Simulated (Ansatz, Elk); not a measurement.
# GaCu2SnSe2O2: X-ray structure factors from the self-consistent density, part 2 of 2

Structure refinements treat a crystal as free atoms side by side. For a made-up structure of GaCu2SnSe2O2 (cell and positions from a PBEsol relaxation) the runs below show what the calculated density changes in F(hkl).

Elk 11.2.3 (patched build); all-electron DFT.

So far: Starting point; Ground state and structure factors.

The structure was built from a prototype and need not be the compound's stable phase.

**3. The highest occupied states alone**

Level of this step: DFT, PBE, all-electron APW+lo, Dirac cores, scalar-relativistic bands, static density, no spin (Elk).

An energy window below the Fermi level keeps the highest occupied states, to see at which angles they scatter; shallow core shells can lie inside it and anion s states outside. No new self-consistency is needed.

Contents of elk.in:

```
tasks
  195

xctype
  20

spinpol
  .false.

rgkmax
  7.0

gmaxvr
  14.0

lmaxo
  7

lmaxapw
  8

swidth
  0.002

tshift
  .false.

ramdisk
  .false.

hmaxvr
  5.5

maxscl
  120

epspot
  1e-06

wsfac
  -0.159280 0.508220

sppath
  './'

avec
  7.29659182755 -10.08660475585 0.36361644132
  7.29659182755 10.08660475585 0.36361644132
  -6.92630934795 -0.00000000000 5.94781005888

atoms
  5
  'Sn.in'
  1
  0.4373360600 0.5626639400 -0.0000000000   0.000000 0.000000 0.000000
  'Se.in'
  2
  0.3714233811 0.0843333622 0.4836951965   0.000000 0.000000 0.000000
  0.9156666378 0.6285766189 0.5163048035   0.000000 0.000000 0.000000
  'Ga.in'
  1
  0.7654984083 0.2345015917 0.5000000000   0.000000 0.000000 0.000000
  'Cu.in'
  2
  0.9788410985 0.0211589015 0.0000000000   0.000000 0.000000 0.000000
  0.2969934363 0.7030065637 0.5000000000   0.000000 0.000000 0.000000
  'O.in'
  2
  0.0626928871 0.3207519091 0.9505110957   0.000000 0.000000 0.000000
  0.6792480909 0.9373071129 0.0494889043   0.000000 0.000000 0.000000

ngridk
  5 5 7
```

Launch:

```sh
> OMP_NUM_THREADS=4 elk
```

Numbers of over 12 decimals in the logs are rounded to 6 here.

The program printed:

```text
┌─────────────────────────────────┐
│ Elk code version 11.2.3 started │
└─────────────────────────────────┘

Info(readinput): the functional depends on the density's gradient
 muffin-tin radial points multiplied by    2.00000
 (not where nrmtscf is given)

┌────────────────────┐
│ Current task : 195 │
└────────────────────┘
Info(checkmt): changed muffin-tin radius of species 2 (Se) from   2.4000 to   2.2277
Info(checkmt): changed muffin-tin radius of species 3 (Ga) from   2.4000 to   1.9980
Info(checkmt): changed muffin-tin radius of species 4 (Cu) from   2.4000 to   2.2277
Info(checkmt): changed muffin-tin radius of species 5 (O) from   1.8000 to   1.4985

Info(sfacrho): density structure factors written to SFACRHO.OUT

 Energy window :  -0.1592800000      0.5082200000

┌──────────────────┐
│ Elk code stopped │
└──────────────────┘
```

Elapsed: 30 s, on 4 threads of Arm Neoverse V1, shared host; peak memory 0.23 GiB; 42 s of CPU time.

States within 10 eV below the Fermi level hold 45.00 electrons; any levels below the window count with the cores. Their amplitudes can exceed the total, where window and core parts have opposite phase:

```
   hkl  sin θ/λ (Å⁻¹)  abs F, window  abs F, all
   020          0.094         11.541      15.808
   110          0.105          9.152      18.744
1 1 -1          0.115         13.181      18.322
   001          0.130          2.012      63.736
2 0 -1          0.150          3.037      28.906
   021          0.160         18.019     100.907
   130          0.169         13.213      39.983
1 3 -1          0.175          1.772      18.973
2 2 -1          0.177         15.478     138.414
   040          0.187          2.927      45.827
```

**4. Another functional**

The difference from free atoms is small, so it is set against the change that PBEsol makes.

Changes to elk.in since step 3:

```diff
@@ -1,2 +1,3 @@
 tasks
+  0
   195
@@ -4,3 +5,3 @@
 xctype
-  20
+  22
 
@@ -39,5 +40,2 @@
 
-wsfac
-  -0.159280 0.508220
-
 sppath
```

Launch:

```sh
> OMP_NUM_THREADS=4 elk
```

The program printed:

```text
┌─────────────────────────┐
│ Elk code version 11.2.3 │
└─────────────────────────┘

All units are atomic (Hartree, Bohr, etc.)

┌─────────────────────────────────────────────────┐
│ Ground-state run starting from atomic densities │
└─────────────────────────────────────────────────┘

Lattice vectors :
   7.296591828      -10.08660476      0.3636164413
   7.296591828       10.08660476      0.3636164413
  -6.926309348      -0.000000000       5.947810059

Reciprocal lattice vectors :
  0.4069405596     -0.3114618575      0.4738880654
[...]
atom 2                    :    6.753232969     (  0.1277061081E-06)
 total in muffin-tins        :    210.0696280
 total calculated charge     :    222.9933326
 total charge                :    223.0000000
 error                       :   0.6667351695E-02

┌──────────────────────────────┐
│ Self-consistent loop stopped │
└──────────────────────────────┘

Warning : core states of species 2 leak from the muffin-tin :   0.1820444664E-03

Warning : core states of species 3 leak from the muffin-tin :   0.6219913055E-02

Warning : core states of species 4 leak from the muffin-tin :   0.4252474669E-03

Wrote STATE.OUT
[key lines of the parts left out:]
total energy                :     -16433.549630709
```

Run time: 8 min. Hardware: 4 threads; peak memory 0.33 GiB.

Against the first run R = 0.03 %; the largest change is -0.062 at 2 2 -1.

**5. Basis size**

The basis and the expansions that go with it are enlarged, to see whether the differences are converged.

Changes to elk.in since step 4:

```diff
@@ -5,3 +5,3 @@
 xctype
-  22
+  20
 
@@ -11,12 +11,12 @@
 rgkmax
-  7.0
+  8.5
 
 gmaxvr
-  14.0
+  18.0
 
 lmaxo
-  7
+  9
 
 lmaxapw
-  8
+  10
```

Launch:

```sh
> OMP_NUM_THREADS=4 elk
```

The program printed:

```text
┌─────────────────────────┐
│ Elk code version 11.2.3 │
└─────────────────────────┘

All units are atomic (Hartree, Bohr, etc.)

┌─────────────────────────────────────────────────┐
│ Ground-state run starting from atomic densities │
└─────────────────────────────────────────────────┘

Lattice vectors :
   7.296591828      -10.08660476      0.3636164413
   7.296591828       10.08660476      0.3636164413
  -6.926309348      -0.000000000       5.947810059

Reciprocal lattice vectors :
  0.4069405596     -0.3114618575      0.4738880654
[...]
species : 4 (Cu)
[...]
species : 5 (O)
   atom 1                    :    6.784408985     (  0.1152761258E-06)
   atom 2                    :    6.784408985     (  0.1152761258E-06)
 total in muffin-tins        :    210.2415848
 total calculated charge     :    222.9924934
 total charge                :    223.0000000
 error                       :   0.7506634902E-02

RMS change in Kohn-Sham potential (target) :   0.3551377426E-01 (  0.1000000000E-05)
Absolute change in total energy (target)   :   0.1232754858     (  0.1000000000E-03)

┌──────────────────┐
│ Loop number : 10 │
└──────────────────┘
[key lines of the parts left out:]
total energy                :     -16444.745281655
```

Elapsed: 11 min, on 4 threads; peak memory 0.79 GiB.

The run was cut off at its time limit.

**6. Settings against the effect**

```
          run  R against the first run (%)  R against neutral atoms, low angle (%)  wall time
PBE, rgkmax 7                         0.00                                    0.56    8.3 min
       PBEsol                         0.03                                    0.57      8 min
```

**7. Results**

```yaml
r_against_neutral_atoms_sin_theta_lambda_0p3_a_minus1: 0.56 %
r_against_neutral_atoms_0p3_to_0p49_a_minus1: 0.21 %
```

What this shows: Independent neutral atoms miss the calculated amplitudes by R = 0.56 % below 0.3 Å⁻¹ and 0.21 % from there to 0.49 Å⁻¹; by shells, 0.48 % below 0.15 Å⁻¹ (4 forms), 0.57 % 0.15 to 0.3 (29 forms), 0.25 % 0.3 to 0.45 (80 forms), 0.11 % above 0.45 (36 forms). Bonding, aspherical density and the tables' own atoms all enter these figures, and the runs don't part them. The largest change of an amplitude is -1.13 electrons, at 2 0 -2. R counts amplitudes alone; phases shift too. The window's part falls from 45.0 electrons at the origin to at most 5.43 between 0.45 and 0.49 Å⁻¹, where compact states inside the window still scatter. Below 0.3 Å⁻¹ the changes that finished (PBEsol) move F by R = 0.04 % at most, against the 0.56 % that separates it from free atoms. The basis has no finished test. The k-mesh has no finished test. These runs have no spin, though d or f shells may be open. The electron count is odd, so without spin the run is a metal by force. Part of the difference isn't bonding: the tables are fits to free atoms and ions calculated by other methods than this functional. Thermal motion, anomalous dispersion and extinction are left out.

[Logs are printed without paths, hosts, clocks, repeated set-up lines and the standing remarks that a program may print on its own settings, such as how far it seeks lower states.]

[Hosts, paths, dates, database ids (printed as entryN), source tags and the programs' standing remarks are cut or masked in the printed files.]
